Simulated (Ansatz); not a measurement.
## Sensitivity of the G0W0 gap of LaInO3 (Pnma)

Aim: change settings of a G0W0 run on LaInO3 (Pnma) and see what moves.

Main program and level: Ansatz 0.2.0; G0W0 on r2SCAN, plane waves, PAW.

**1. The starting structure**

The structure is orthorhombic, space group Pnma (No. 62). Conventional cell: a = 5.940 Å, b = 8.216 Å, c = 5.723 Å, α = 90.00°, β = 90.00°, γ = 90.00°. Nearest to La lie 8 O at 2.38 to 2.94 Å. In has 6 O at 2.16 to 2.17 Å nearest. Nearest to O lie 2 In at 2.17 Å and 2 La at 2.38 to 2.50 Å. Nearest to O lie 2 In at 2.16 to 2.17 Å and 3 La at 2.40 to 2.94 Å. Farther neighbours and most contacts between anions are not listed.

Geometry: measured cell, ions relaxed with r2SCAN. The runs that relaxed it are not among those shown. Spin-orbit coupling is left out unless a step names it. The default PAW set here is soft_2. Its files were made with PBE.

**2. The base run: 2×2×2 mesh, 436 empty bands, screening to 78 eV**

G0W0 replaces the xc potential by the self-energy, built once from these orbitals. Only a window of levels is corrected, while the sums run over the empty bands that the input names.

File input.yaml:

```yaml
crystal:
  lattice:
    - [5.9404, 0.0, 0.0]
    - [0.0, 8.2158, 0.0]
    - [0.0, 0.0, 5.7229]
  atoms:
    - { symbol: La, position: [0.9463878522, 0.25, 0.0153056097] }
    - { symbol: La, position: [0.5536121478, 0.75, 0.5153056097] }
    - { symbol: La, position: [0.4463878522, 0.25, 0.4846943903] }
    - { symbol: La, position: [0.0536121478, 0.75, 0.9846943903] }
    - { symbol: In, position: [0.0, 0.0, 0.5] }
    - { symbol: In, position: [0.5, 0.0, 0.0] }
    - { symbol: In, position: [0.5, 0.5, 0.0] }
    - { symbol: In, position: [0.0, 0.5, 0.5] }
    - { symbol: O, position: [0.0443817441, 0.25, 0.6126999622] }
    - { symbol: O, position: [0.4556182559, 0.75, 0.1126999622] }
    - { symbol: O, position: [0.5443817441, 0.25, 0.8873000378] }
    - { symbol: O, position: [0.9556182559, 0.75, 0.3873000378] }
    - { symbol: O, position: [0.1980525852, 0.0593550042, 0.1955759518] }
    - { symbol: O, position: [0.3019474148, 0.9406449958, 0.6955759518] }
    - { symbol: O, position: [0.6980525852, 0.4406449958, 0.3044240482] }
    - { symbol: O, position: [0.8019474148, 0.5593550042, 0.8044240482] }
    - { symbol: O, position: [0.8019474148, 0.9406449958, 0.8044240482] }
    - { symbol: O, position: [0.6980525852, 0.0593550042, 0.3044240482] }
    - { symbol: O, position: [0.3019474148, 0.5593550042, 0.6955759518] }
    - { symbol: O, position: [0.1980525852, 0.4406449958, 0.1955759518] }
kpoints:
  mp_grid: { grid: [2, 2, 2] }
hamiltonian:
  xc: r2scan
scf:
  occupations: { method: fixed }
gw:
  n_empty_bands: 436
  ecut_chi: 78
  qp_bands: [v4, c4]
  qp_kpoints: band_edges
  screening: { model: contour_deformation }
```

Started as:

```bash
ansatz run input.yaml --threads 24 --pin off --max-ram 82944MiB --backend cuda --events-out ev --progress --plain --runs-dir out --devices 1 --max-vram 78GiB
```

Numbers of over 12 decimals in the logs are rounded to 6 here.

Output:

```text
GPUs: using 1 of 1 available (devices: 1).
Engine: ansatz 0.2.0, aarch64-unknown-linux-gnu
Pseudopotentials: kind: paw
Pseudopotential: La, paw, valence charge 11, recommended cutoff 500 eV (meta_gga), La.paw.azcp
Pseudopotential: In, paw, valence charge 13, recommended cutoff 500 eV (meta_gga), In.paw.azcp
Pseudopotential: O, paw, valence charge 6, recommended cutoff 500 eV (meta_gga), O.paw.azcp
Functional definition: r2SCAN
  parameter k0 = 0.174
  parameter k1 = 0.065
  parameter a1 = 4.9479
  exchange = r2scan_x(k0 = k0, k1 = k1, a1 = a1)
  correlation = r2scan_c
[...]
Crystal: 20 atoms, lattice volume = 279.307 Å³
Basis set: ecut = 500 eV, 7101 PW (Γ), exchange–correlation on 180×240×180 points (64 copies of the dense FFT grid, shifted against one another)
Bands: 104, of which v1, the nominal top of the filled ones, is band 84 counted from 1 (83 counted from 0)
Symmetry: 8 space group operations
Space group: Pnma (ITA 62), of the structure as read, at distance tolerance 6.5e-5 Å
k-points: 8
Non-local potential: La, projectors of the file, l = 0: 3, l = 1: 2, l = 2: 2, l = 3: 3
Non-local potential: In, projectors of the file, l = 0: 2, l = 1: 2, l = 2: 2, l = 3: 2
Non-local potential: O, projectors of the file, l = 0: 2, l = 1: 2, l = 2: 1
PAW form: soft (Blöchl's): semilocal exchange-correlation on the pseudo side does not see the compensation charge
PAW frozen core: La, regenerated for the run's functional (the file was generated under x = pbe(κ = 0.804, μ = 0.219515), c = pbe(β = 0.066725))
PAW frozen core: In, regenerated for the run's functional (the file was generated under x = pbe(κ = 0.804, μ = 0.219515), c = pbe(β = 0.066725))
PAW frozen core: O, regenerated for the run's functional (the file was generated under x = pbe(κ = 0.804, μ = 0.219515), c = pbe(β = 0.066725))
PAW one-centre angular grid: La, 974 points (default); XC on 160 Gauss nodes
PAW one-centre angular grid: In, 590 points (default); XC on 289 of its mesh's 2783 points in the sphere
PAW one-centre angular grid: O, 302 points (default); XC on 160 Gauss nodes
Initial density: superposition of atomic densities (neutral atoms: chi_scale 0, normalization atom), corrected by the library's trained network
Initial wavefunctions: pseudopotential atomic-orbital guess
[...]
Functional: x = r2scan, c = r2scan; τ floored in thin density (d = 2e-4 eV/Å³)
SCF iter   1: F=—  HF=-54353.308298 eV  |F-HF|=—  |Δ(HF+E_count)|=         —  Δρ=1.29e-2  dr2=5.35e-1  dr2_τ=7.56e-1  ethr=1.77e-3  ⟨swp⟩=4.8  Hψ=2949  notcnv=0  defer=127
preconditioner: auto → Resta (q_TF=auto, 2.507 Å⁻¹)  ε∞=4.7  [insulator: Δε(μ)=3.625 eV  Ē_g=14.650 eV  n_scr=74 (ndim 8)  ℏωp=28.1 eV  f_vac=0.000  ε∞_Penn≈4.7]
SCF iter   2: F=—  HF=-54353.710882 eV  |F-HF|=—  |Δ(HF+E_count)|=   4.03e-1  Δρ=6.14e-3  dr2=7.13e-2  dr2_τ=1.08e-2  ethr=3.18e-4  ⟨swp⟩=3.5  Hψ=1671  notcnv=0  defer=136
SCF iter   3: F=—  HF=-54353.699122 eV  |F-HF|=—  |Δ(HF+E_count)|=   1.18e-2  Δρ=1.87e-3  dr2=6.45e-3  dr2_τ=7.27e-4  ethr=4.24e-5  ⟨swp⟩=4.1  Hψ=1535  notcnv=0  defer=140
SCF iter   4: F=—  HF=-54353.698944 eV  |F-HF|=—  |Δ(HF+E_count)|=   1.78e-4  Δρ=5.36e-4  dr2=4.20e-4  dr2_τ=8.25e-5  ethr=3.84e-6  ⟨swp⟩=3.6  Hψ=1425  notcnv=0  defer=140
SCF iter   5: F=—  HF=-54353.699049 eV  |F-HF|=—  |Δ(HF+E_count)|=   1.05e-4  Δρ=2.50e-4  dr2=1.43e-4  dr2_τ=2.37e-5  ethr=2.50e-7  ⟨swp⟩=2.0  Hψ=1424  notcnv=0  defer=140
SCF iter   6: F=—  HF=-54353.699031 eV  |F-HF|=—  |Δ(HF+E_count)|=   1.75e-5  Δρ=5.31e-5  dr2=6.00e-6  dr2_τ=7.10e-7  ethr=8.53e-8  ⟨swp⟩=2.0  Hψ=1384  notcnv=0  defer=140
SCF iter   7: F=—  HF=-54353.699034 eV  |F-HF|=—  |Δ(HF+E_count)|=   2.78e-6  Δρ=2.23e-5  dr2=1.37e-6  dr2_τ=9.91e-8  ethr=3.57e-9  ⟨swp⟩=2.4  Hψ=1495  notcnv=0  defer=132
SCF iter   8: F=-54353.699034 eV  HF=-54353.699034 eV  |F-HF|=1.40e-8  |Δ(HF+E_count)|=   1.07e-7  Δρ=4.01e-6  dr2=4.40e-8  dr2_τ=1.31e-9  ethr=5.95e-11  ⟨swp⟩=11.0  Hψ=3922  notcnv=0
SCF 1 converged in 8 iterations: F = -54353.699034 eV  dr2 = 4.40e-8
[...]
SCF converged after 8 iterations
[...]
1    81      9.3878   -25.7647     4.6892   -20.9682  0.7669     9.2804     9.2806  root
     1    82      9.3878   -25.7647     4.6892   -20.9682  0.7669     9.2804     9.2806  root
     1    83      9.4567   -26.2490     4.5675   -21.5895  0.7710     9.3646     9.3648  root
     1    84      9.4567   -26.2490     4.5675   -21.5895  0.7710     9.3646     9.3648  root
     1    85     14.8950   -14.1274    -5.1959   -21.4003  0.8029    17.0303    16.9720  root
     1    86     14.8950   -14.1274    -5.1959   -21.4003  0.8029    17.0303    16.9720  root
     1    87     15.1966   -18.6395    -8.3627   -30.7935  0.7569    19.4105    18.9878  root ?
     1    88     15.1966   -18.6395    -8.3627   -30.7935  0.7569    19.4105    18.9878  root ?
     2    81      9.3953   -26.1304     4.6614   -21.3779  0.7683     9.3041     9.3042  root
     2    82      9.3953   -26.1304     4.6614   -21.3779  0.7683     9.3041     9.3042  root
[...]
2    87     15.2003   -18.7679    -8.3723   -30.9427  0.7565    19.4285    19.0029  root ?
     2    88     15.2003   -18.7679    -8.3723   -30.9427  0.7565    19.4285    19.0029  root ?
[...]
3    85     15.1125   -15.5266    -6.3927   -24.7111  0.7854    18.0572    17.9043  root ?
     3    86     15.1125   -15.5266    -6.3927   -24.7111  0.7854    18.0572    17.9043  root ?
     3    87     15.1894   -16.9402    -7.4705   -27.7353  0.7693    18.8109    18.5140  root ?
     3    88     15.1894   -16.9402    -7.4705   -27.7353  0.7693    18.8109    18.5140  root ?
[...]
7    81      9.5253   -26.4278     4.5492   -21.7868  0.7711     9.4334     9.4336  root
     7    82      9.5253   -26.4278     4.5492   -21.7868  0.7711     9.4334     9.4336  root
     7    83      9.5253   -26.4278     4.5492   -21.7868  0.7711     9.4334     9.4336  root
     7    84      9.5253   -26.4278     4.5492   -21.7868  0.7711     9.4334     9.4336  root
     7    85     15.2342   -18.9714    -8.4784   -31.2932  0.7551    19.5193    19.0775  root ?
     7    86     15.2342   -18.9714    -8.4784   -31.2932  0.7551    19.5193    19.0775  root ?
     7    87     15.2342   -18.9714    -8.4784   -31.2932  0.7551    19.5193    19.0775  root ?
     7    88     15.2342   -18.9714    -8.4784   -31.2932  0.7551    19.5193    19.0775  root ?
```

It took 7.8 s on 1 × NVIDIA GB200 (shared by 2 runs) with 24 threads of Arm Neoverse V2, shared host; peak memory 2.7 GiB.

The column dr2 measures how far the density is from self-consistency, as an energy; F and HF (Harris–Foulkes) agree once it is small.

This step gave:

```
bands summed                                 : 520
RPA ε∞ on this mesh (eigenvalues)            : 4.153, 4.275, 4.377
plane waves in the screening matrix          : 431
q-points in the mesh                         : 8
G0W0 gap on the mesh                         : 4.442 eV
k of the valence top                         : 0, 0, 0
k of the conduction bottom                   : 0, 0, 0
starting gap on the mesh                     : 3.554 eV
Z at the valence top                         : 0.7779
Z at the conduction bottom                   : 0.8282
least direct G0W0 gap on the computed points : 4.442 eV
```

The gap on the mesh goes from 3.55 eV to 4.44 eV, a correction of +0.89 eV. Between the two edge states, bare exchange in place of the xc potential would open the gap by 8.58 eV, and correlation takes back 7.69 eV.

**3. Variant: guard bands**

input.yaml, as its differences from that of step 2:

```diff
@@ -33,4 +33,4 @@
 gw:
-  n_empty_bands: 436
-  ecut_chi: 78
+  n_empty_bands: 453
+  ecut_chi: 80
   qp_bands: [v4, c4]
@@ -38 +38,2 @@
   screening: { model: contour_deformation }
+  n_guard_bands: 0
```

Output:

```text
GPUs: using 1 of 1 available (devices: 1).
[...]
Crystal: 20 atoms, lattice volume = 279.307 Å³
Basis set: ecut = 500 eV, 7101 PW (Γ), exchange–correlation on 180×240×180 points (64 copies of the dense FFT grid, shifted against one another)
Bands: 104, of which v1, the nominal top of the filled ones, is band 84 counted from 1 (83 counted from 0)
[... 1 set-up line as in the run before ...]
[...]
k-points: 8
[...]
SCF iter   1: F=—  HF=-54353.308298 eV  |F-HF|=—  |Δ(HF+E_count)|=         —  Δρ=1.29e-2  dr2=5.35e-1  dr2_τ=7.56e-1  ethr=1.77e-3  ⟨swp⟩=4.8  Hψ=2949  notcnv=0  defer=127
[...]
SCF iter   8: F=-54353.699034 eV  HF=-54353.699034 eV  |F-HF|=1.40e-8  |Δ(HF+E_count)|=   1.07e-7  Δρ=4.01e-6  dr2=4.40e-8  dr2_τ=1.31e-9  ethr=5.95e-11  ⟨swp⟩=11.0  Hψ=3922  notcnv=0
SCF 1 converged in 8 iterations: F = -54353.699034 eV  dr2 = 4.40e-8
[...]
SCF converged after 8 iterations
[...]
1    81      9.3878   -25.7647     4.6782   -20.9682  0.7667     9.2693     9.2696  root
     1    82      9.3878   -25.7647     4.6782   -20.9682  0.7667     9.2693     9.2696  root
     1    83      9.4567   -26.2490     4.5541   -21.5895  0.7708     9.3512     9.3513  root
     1    84      9.4567   -26.2490     4.5541   -21.5895  0.7708     9.3512     9.3513  root
     1    85     14.8950   -14.1274    -5.2118   -21.4003  0.8027    17.0134    16.9561  root
     1    86     14.8950   -14.1274    -5.2118   -21.4003  0.8027    17.0134    16.9561  root
     1    87     15.1966   -18.6395    -8.3807   -30.7935  0.7567    19.3891    18.9699  root ?
     1    88     15.1966   -18.6395    -8.3807   -30.7935  0.7567    19.3891    18.9699  root ?
     2    81      9.3953   -26.1304     4.6497   -21.3779  0.7680     9.2923     9.2925  root
     2    82      9.3953   -26.1304     4.6497   -21.3779  0.7680     9.2923     9.2925  root
[...]
2    87     15.2003   -18.7679    -8.3893   -30.9427  0.7563    19.4081    18.9860  root ?
     2    88     15.2003   -18.7679    -8.3893   -30.9427  0.7563    19.4081    18.9860  root ?
[...]
3    85     15.1125   -15.5266    -6.4079   -24.7111  0.7853    18.0398    17.8891  root ?
     3    86     15.1125   -15.5266    -6.4079   -24.7111  0.7853    18.0398    17.8891  root ?
     3    87     15.1894   -16.9402    -7.4861   -27.7353  0.7691    18.7906    18.4984  root ?
     3    88     15.1894   -16.9402    -7.4861   -27.7353  0.7691    18.7906    18.4984  root ?
[...]
7    81      9.5253   -26.4278     4.5364   -21.7868  0.7708     9.4206     9.4208  root
     7    82      9.5253   -26.4278     4.5364   -21.7868  0.7708     9.4206     9.4208  root
     7    83      9.5253   -26.4278     4.5364   -21.7868  0.7708     9.4206     9.4208  root
     7    84      9.5253   -26.4278     4.5364   -21.7868  0.7708     9.4206     9.4208  root
     7    85     15.2342   -18.9714    -8.4955   -31.2932  0.7549    19.4980    19.0604  root ?
     7    86     15.2342   -18.9714    -8.4955   -31.2932  0.7549    19.4980    19.0604  root ?
     7    87     15.2342   -18.9714    -8.4955   -31.2932  0.7549    19.4980    19.0604  root ?
     7    88     15.2342   -18.9714    -8.4955   -31.2932  0.7549    19.4980    19.0604  root ?
```

The job ended after 15 s (1 × NVIDIA GB200 (shared by 2 runs) with 24 threads; peak memory 2.8 GiB; 59 s of CPU time).

The G0W0 gap on the mesh is 4.446 eV.

Against the base:

```
              setting  base  variant
          empty bands   436      453
screening cutoff (eV)    78       80
        n guard bands     -        0
```

```
                                    quantity  variant   base
                    starting gap on the mesh    3.554  3.554
                        G0W0 gap on the mesh    4.446  4.442
least direct G0W0 gap on the computed points    4.446  4.442
                        Z at the valence top    0.778  0.778
                  Z at the conduction bottom    0.828  0.828
```

**4. Outcome**

```yaml
base: 4.44 eV, 7.8 s
guard_bands: 4.45 eV, 15 s
```

**Reading.** Guard bands: the gap moves by +0.004 eV. The variant differs from the base in empty bands, screening cutoff and n guard bands together, so the change can't be laid to one of them. All runs here use a coarse mesh and modest cutoffs; they test settings and are not final values. The 2×2×2 mesh is coarse for this cell (its supercell is 11 Å along the shortest edge). The RPA ε∞ on it, from the r2SCAN start, is 4.15, 4.27 and 4.38; such meshes misread the long-range screening, most where the gap is narrow. Empty 4f levels lie among the conduction bands. Their place in the start is unsure; it enters the screening, and the edge itself where they lie low. The many-body steps are scalar-relativistic: spin-orbit coupling is not in them.

[Paths, hosts, dates, memory and timing lines, banners, echoed tables and standing remarks are left out of the program output.]

[Logs are printed without paths, hosts, clocks, repeated set-up lines and the standing remarks that a program may print on its own settings, such as how far it seeks lower states.]

[Runs of the session that timed out or met a known fault of the program may be left out.]

[Cells called generated may have been cut or substituted from an entry of the Crystallography Open Database or the Materials Project.]

[Hosts, paths, dates, database ids (printed as entryN), source tags and the programs' standing remarks are cut or masked in the printed files.]
